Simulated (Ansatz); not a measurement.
# NaCdCl3 (model cell, started as cubic perovskite with Cd in the octahedra): a soft mode frozen in, part 3 of 3

Aim: this structure of NaCdCl3 (model cell, started as cubic perovskite with Cd in the octahedra) is to be tested for unstable modes, and one is followed downhill.

Ansatz 0.2.0; DFT r2SCAN, scalar-relativistic, plane waves, PAW; PAW set soft_1.

So far. Step 5 (Energy along the mode, all amplitudes (two of the runs …): The lowest of the steps tried is the last one, at 0.6 Å, 25.8 meV/atom below the parent; the bottom of the well need not coincide with a step. Step 7 (The new phase in its own primitive cell): The largest force component left is 0.85 meV/Å and the pressure is -0.001 GPa, within the tolerances set. The cell now holds 28.29 Å³/atom. The relaxed cell has a, b, c = 5.130, 7.286, 7.568 Å (conventional setting).

The structure was built from a prototype and need not be the compound's stable phase.

### 8. Modes of the new phase, k-mesh 4×4×4

A relaxed structure may still be a saddle point, so its zone-centre modes are computed. The response to a homogeneous field gives the Born charges and the dielectric tensor.

Input file input.yaml:

```yaml
crystal:
  lattice:
    - [5.1300273645, 0.0, 0.0]
    - [0.0, 3.6428900407, 3.783874968]
    - [0.0, -3.6428900407, 3.783874968]
  atoms:
    - { symbol: Na, position: [0.0, 0.8755476324, 0.8755476324] }
    - { symbol: Cd, position: [0.5, 0.5038136716, 0.5038136716] }
    - { symbol: Cl, position: [0.5, 0.5608709487, 0.015573525] }
    - { symbol: Cl, position: [0.5, 0.015573525, 0.5608709487] }
    - { symbol: Cl, position: [0.0, 0.5172355638, 0.5172355638] }
kpoints:
  mp_grid: { grid: [4, 4, 4] }
hamiltonian:
  xc: r2scan
  pseudopotentials: { kind: paw, azcp: { folder: soft_1 } }
scf:
  occupations: { method: fixed }
output:
  eigenvalues: true
phonons:
  method: dfpt
  dielectric: true
  rigid_motions: translations
```

Launch:

```sh
$ ansatz run input.yaml --threads 4 --pin off --max-ram 16384MiB --backend cpu --events-out ev --progress --plain --runs-dir out
```

Numbers of over 12 decimals in the logs are rounded to 6 here.

The log of the run:

```text
[...]
Crystal: 5 atoms, lattice volume = 141.427 Å³
Basis set: ecut = 500 eV, 3599 PW (Γ), exchange–correlation on 400×400×400 points (1000 copies of the dense FFT grid, shifted against one another)
Bands: 30, of which v1, the nominal top of the filled ones, is band 25 counted from 1 (24 counted from 0)
Symmetry: 4 space group operations
k-points: 36 of 64 (irreducible under 1 space group operation, time reversal used)
[...]
SCF iter   1: F=—  HF=-13017.207159 eV  |F-HF|=—  |Δ(HF+E_count)|=         —  Δρ=6.67e-2  dr2=5.59e0  dr2_τ=1.47e-2  ethr=3.10e-3  ⟨swp⟩=5.0  Hψ=3997  notcnv=0  defer=103
[...]
SCF iter  11: F=-13015.095678 eV  HF=-13015.095678 eV  |F-HF|=8.00e-11  |Δ(HF+E_count)|=   1.46e-9  Δρ=1.25e-7  dr2=3.03e-11  dr2_τ=2.32e-12  ethr=1.00e-12  ⟨swp⟩=17.7  Hψ=8405  notcnv=0
SCF 1 converged in 11 iterations: F = -13015.095678 eV  dr2 = 3.03e-11
[...]
NSCF: frozen V_eff on 2 k-points
[...]
── the response to a field inside a basis, on 4×4×4 k-points: an SCF that follows is theirs, and a resumed run solves both again ──
Bands: 26, of which v1, the nominal top of the filled ones, is band 25 counted from 1 (24 counted from 0)
k-points: 12 of 64 (time reversal used)
[...]
Eigensolver: Dense (12 Hₖ)
SCF iter   1: F=—  HF=-13015.051005 eV  |F-HF|=—  |Δ(HF+E_count)|=         —  Δρ=3.62e-4  dr2=3.69e-5  dr2_τ=3.66e-5  ethr=1.00e-1
[...]
SCF iter   4: F=-13015.051060 eV  HF=-13015.051060 eV  |F-HF|=3.06e-9  |Δ(HF+E_count)|=   1.22e-7  Δρ=5.02e-6  dr2=4.68e-8  dr2_τ=3.26e-9  ethr=6.57e-10
SCF 1 converged in 4 iterations: F = -13015.051060 eV  dr2 = 4.68e-8
[...]
WARN: field response: ε∞ stands inside a basis, on 4×4×4 points; the force constants stand on the 4×4×4 k-mesh, whose period is 13.30 times the interband length at k = (0.0000, 0.0000, 0.0000), direct gap 3.008 eV, under 14: take them and everything formed from them as unconverged, and compare with a denser kpoints.mp_grid
SCF converged after 11 iterations
Free energy (F): -13015.095678 eV
[...]
Internal energy: -13015.095678 eV  (E = F + TS)
E sigma→0 (E₀):  -13015.095678 eV
Fermi energy:    1.469369 eV
[...]
--- Band table (eV; the first three rows and the last of 36) ---
  k-point 0: bands = [... 21 lower, 0.6268, 0.6467, 0.7091, 1.0434, 4.0516, 6.6163, 10.0161, 10.3695, ... 1 higher]
  k-point 1: bands = [... 21 lower, 0.5137, 0.6145, 0.6731, 0.8876, 5.0724, 7.1495, 9.7362, 10.7389, ... 1 higher]
  k-point 2: bands = [... 21 lower, 0.4101, 0.5990, 0.6823, 0.7850, 6.3714, 8.1646, 8.7712, 10.7577, ... 1 higher]
  k-point 35: bands = [... 21 lower, 1.1789, 1.2735, 1.4053, 1.4572, 7.6583, 8.4713, 8.7340, 8.7784, ... 1 higher]
[...]
k mesh reduced under 1 symmetry operation, with k and −k counted as one. Each operation leaves every solved perturbation unchanged. A smaller set is not considered because the functional reads the kinetic-energy density
  ASR residual: 2.067e-4 → 0.000e0 eV/Å²; symmetrization residual: 1.644e-5 eV/Å²
  ASR residual per site (eV/Å²): 2.07e-4 1.83e-5 8.14e-5 8.14e-5 1.31e-4
[...]
ε∞ (high-frequency dielectric tensor):
        2.848791     0.000000     0.000000
        0.000000     2.855177     0.000000
        0.000000     0.000000     2.798694
  softest optical mode at Γ: -51.75 cm⁻¹; the repairs (sum rule, projections) moved no ω² at Γ by more than (2.33 cm⁻¹)²
  Born effective charges Z* (e; rows j = field, columns β = displacement):
    site 0:
         1.28675   -0.00000    0.00000
         0.00000    1.15782    0.00000
        -0.00000    0.00000    1.05061
    site 1:
         2.60666   -0.00000    0.00000
         0.00000    2.60395    0.00000
        -0.00000    0.00000    2.62628
    site 2:
        -0.88684    0.00000    0.00000
        -0.00000   -1.49954    0.72410
         0.00000    0.66923   -1.43082
    site 3:
        -0.88684   -0.00000    0.00000
         0.00000   -1.49954   -0.72410
        -0.00000   -0.66923   -1.43082
    site 4:
        -2.11973   -0.00000    0.00000
         0.00000   -0.76270    0.00000
        -0.00000    0.00000   -0.81524
  Z* charge neutrality: 5.898e-3 e pre-enforcement
  solved inside a basis spanned on kpoints, on 4×4×4 k-points, its susceptibility summed on 8×6×6: ε∞ is read to err by 5.7e-3, Z* by 2.4e-2 e (field_mesh: kpoints solves on kpoints); Z* is corrected for what the basis lacks
  optical modes at Γ without the LO–TO term, one row a degenerate level:
      ω (cm⁻¹)  modes    IR ((D/Å)²/amu)
        -51.75      1             2.2144
        -12.75      1             2.7877
         48.29      1             0.3039
         56.10      1             0.0000
         71.54      1             0.3626
         73.85      1             0.7262
         88.80      1             0.9620
         89.13      1             1.4776
        172.28      1             2.1290
        227.08      1             3.4802
        250.66      1             2.2342
        273.69      1             3.2542
  optical modes at Γ + LO–TO along q̂ = [1.0000, 0.0000, 0.0000]:
      ω (cm⁻¹)  modes    IR ((D/Å)²/amu)
        -51.75      1             2.2144
         48.29      1             0.3039
         56.10      1             0.0000
         69.77      1             0.1648
         71.54      1             0.3626
         73.85      1             0.7262
         89.13      1             1.4776
        134.66      1             1.9294
        172.28      1             2.1290
        227.08      1             3.4802
[...]
optical modes at Γ + LO–TO along q̂ = [0.0000, 1.0000, 0.0000]:
      ω (cm⁻¹)  modes    IR ((D/Å)²/amu)
[...]
optical modes at Γ + LO–TO along q̂ = [0.0000, 0.0000, 1.0000]:
      ω (cm⁻¹)  modes    IR ((D/Å)²/amu)
        -51.75      1             2.2144
        -12.75      1             2.7877
         48.29      1             0.3039
         56.10      1             0.0000
         73.85      1             0.7262
         74.25      1             0.0133
         88.80      1             0.9620
        112.86      1             0.4368
        198.12      1             1.1838
        227.08      1             3.4802
        273.69      1             3.2542
        285.48      1             4.5695
```

Elapsed: 7.2 min, on 4 threads of Arm Neoverse V2, shared host; peak memory 13 GiB.

This step gave:

| Quantity | Value |
| --- | --- |
| sum-rule residual before enforcement | 2.07e-4 eV/Å² |
| miss of the charge sum rule | 0.005898 e |
| estimated error of the dielectric tensor | 0.005710 |
| estimated error of the Born charges | 0.02380 e |
| point group | mm2 |
| highest optical mode at the zone centre (no LO-TO term) | 273.7 cm⁻¹ |
| lowest optical zone-centre mode | -51.75 cm⁻¹ |
| mean high-frequency dielectric constant | 2.834 |
| largest Born charge (third of the trace) | 2.612 e |
| top of the zone-centre spectrum with the field | 311.0 cm⁻¹ |

Without the LO-TO term. Patterns of degenerate modes are one choice out of their space. Modes at Γ, with each element's share of the kinetic energy (negative means imaginary):

| mode | frequency (cm⁻¹) | symmetry | Na % | Cd % | Cl % |
| --- | --- | --- | --- | --- | --- |
| 1 | -51.8 | B2 | 55 | 0 | 44 |
| 2 | -12.8 | B1 | 84 | 0 | 15 |
| 3 | 0.0 | acoustic | 10 | 46 | 44 |
| 4 | 0.0 | acoustic | 10 | 46 | 44 |
| 5 | 0.0 | acoustic | 10 | 47 | 44 |
| 6 | 48.3 | B2 | 26 | 2 | 72 |
| 7 | 56.1 | A2 | 0 | 0 | 100 |
| 8 | 71.5 | A1 | 22 | 34 | 44 |
| 9 | 73.8 | B2 | 9 | 40 | 50 |
| 10 | 88.8 | B1 | 6 | 40 | 54 |
| 11 | 89.1 | A1 | 4 | 13 | 84 |
| 12 | 172.3 | A1 | 64 | 0 | 36 |
| 13 | 227.1 | B2 | 0 | 11 | 89 |
| 14 | 250.7 | A1 | 0 | 7 | 93 |
| 15 | 273.7 | B1 | 0 | 13 | 87 |

Displacements in mode 1 (-51.8 cm⁻¹), the largest set to 1:
```
Na1  0.00  1.00  0.00
Cd2  0.00  0.04  0.00
Cl3  0.00 -0.03  0.07
Cl4  0.00 -0.03 -0.07
Cl5  0.00 -0.71  0.00
```

Displacements in mode 7 (56.1 cm⁻¹), the largest set to 1:
```
Na1  0.00  0.00  0.00
Cd2  0.00  0.00  0.00
Cl3  1.00  0.00  0.00
Cl4 -1.00  0.00  0.00
Cl5  0.00  0.00  0.00
```

Optical modes at the zone centre, without and with the macroscopic field of the longitudinal modes; each column is sorted by frequency, so a row need not hold one and the same mode. Modes with and without the field, by row:

| rank among optical modes | no field (cm⁻¹) | q along (1, 0, 0) (cm⁻¹) | q along (0, 1, 0) (cm⁻¹) | q along (0, 0, 1) (cm⁻¹) |
| --- | --- | --- | --- | --- |
| 1 | -51.8 | -51.8 | -12.8 | -51.8 |
| 2 | -12.8 | 48.3 | 29.5 | -12.8 |
| 3 | 48.3 | 56.1 | 56.1 | 48.3 |
| 4 | 56.1 | 69.8 | 58.9 | 56.1 |
| 5 | 71.5 | 71.5 | 71.5 | 73.8 |
| 6 | 73.8 | 73.8 | 88.8 | 74.2 |
| 7 | 88.8 | 89.1 | 89.1 | 88.8 |
| 8 | 89.1 | 134.7 | 111.9 | 112.9 |
| 9 | 172.3 | 172.3 | 172.3 | 198.1 |
| 10 | 227.1 | 227.1 | 250.7 | 227.1 |
| 11 | 250.7 | 250.7 | 273.7 | 273.7 |
| 12 | 273.7 | 311 | 274.5 | 285.5 |

Born charge (rows field, columns displacement) (e), principal values of the symmetric part by kind of site:

| atom | atoms with these values | low | middle | high | mean |
| --- | --- | --- | --- | --- | --- |
| Na1 | 1 | 1.05 | 1.16 | 1.29 | 1.17 |
| Cd2 | 1 | 2.60 | 2.61 | 2.63 | 2.61 |
| Cl3 | 2 | -2.16 | -0.89 | -0.77 | -1.27 |
| Cl5 | 1 | -2.12 | -0.82 | -0.76 | -1.23 |

In full for Na1:

```
1.29 0.00 0.00
0.00 1.16 0.00
0.00 0.00 1.05
```

High-frequency dielectric tensor:

```
2.85 0.00 0.00
0.00 2.86 0.00
0.00 0.00 2.80
```

Transverse modes; imaginary modes are left out. Infrared lines, with heights relative to the strongest:

| position (cm⁻¹) | lines merged | relative intensity |
| --- | --- | --- |
| 48 | 1 | 8.7 |
| 56 | 1 | 0.0 |
| 72 | 1 | 10 |
| 74 | 1 | 21 |
| 89 | 2 | 70 |
| 172 | 1 | 61 |
| 227 | 1 | 100 |
| 251 | 1 | 64 |
| 274 | 1 | 94 |

Before it was imposed, the acoustic sum rule was missed by 2.1e-4 eV/Å² and the charge sum rule by 0.0059 e. Small misses are needed for a sound result but don't prove that mesh and cutoff are converged. The lowest optical mode is imaginary, 51.8i cm⁻¹, so the energy falls along it.

The log warns of the k mesh: “the force constants stand on the 4×4×4 k-mesh, whose period is 13.30 times the interband length at k = (0.0000, 0.0000, 0.0000), direct gap 3.008 eV, under 14: take them and everything formed from them as unconverged”.

### 9. Outcome

| Property | Result |
| --- | --- |
| unstable mode of the parent | q = (0, 0, 0), 93i cm⁻¹ |
| depth at the lowest point sampled | 25.8 meV/atom |
| largest atomic shift at that point | 0.6 Å |
| space group reached (within 0.01 Å) | Amm2 |
| energy gained over the parent (first relaxation, on the mesh of the frozen mode) | 40.5 meV/atom |
| volume per atom, phase reached | 28.3 Å³ |
| gap on the k-mesh, phase reached | 2.58 eV |
| lowest optical zone-centre mode, phase reached | -51.8 cm⁻¹ |
| highest optical mode at the zone centre (no LO-TO term), phase reached | 274 cm⁻¹ |

Along this mode the structure falls into Amm2, 40.5 meV/atom below the parent. At the parent's cell the well is 25.84 meV/atom deep on the steps tried, with its lowest point at a shift of 0.6 Å. That is the last step tried, so the steps alone don't bracket the bottom of the well. Relaxing atoms and cell changes the gain by +14.63 meV/atom against the lowest step (energies at zero smearing). The new phase still has an imaginary mode at the zone centre of its cell, so it is a saddle point on the way to a lower structure. Of the 6 patterns followed to their end from this parent, this one ends 85.4 meV/atom above the lowest, Imma. Another end point lies within 1 meV/atom; how such a difference moves with mesh and cutoff was not tested. Each path keeps the symmetry of its pattern, so a lower phase may lie along a pattern not tried. With the field response the log warns that the k mesh is coarse for the force constants too, so the frequencies may not be converged. The starting cell was built on a prototype and not taken from a measurement, so the phase need not exist.

[Logs are printed without paths, hosts, clocks, repeated set-up lines and the standing remarks that a program may print on its own settings, such as how far it seeks lower states.]

[Hosts, paths, dates, database ids (printed as entryN), source tags and the programs' standing remarks are cut or masked in the printed files.]
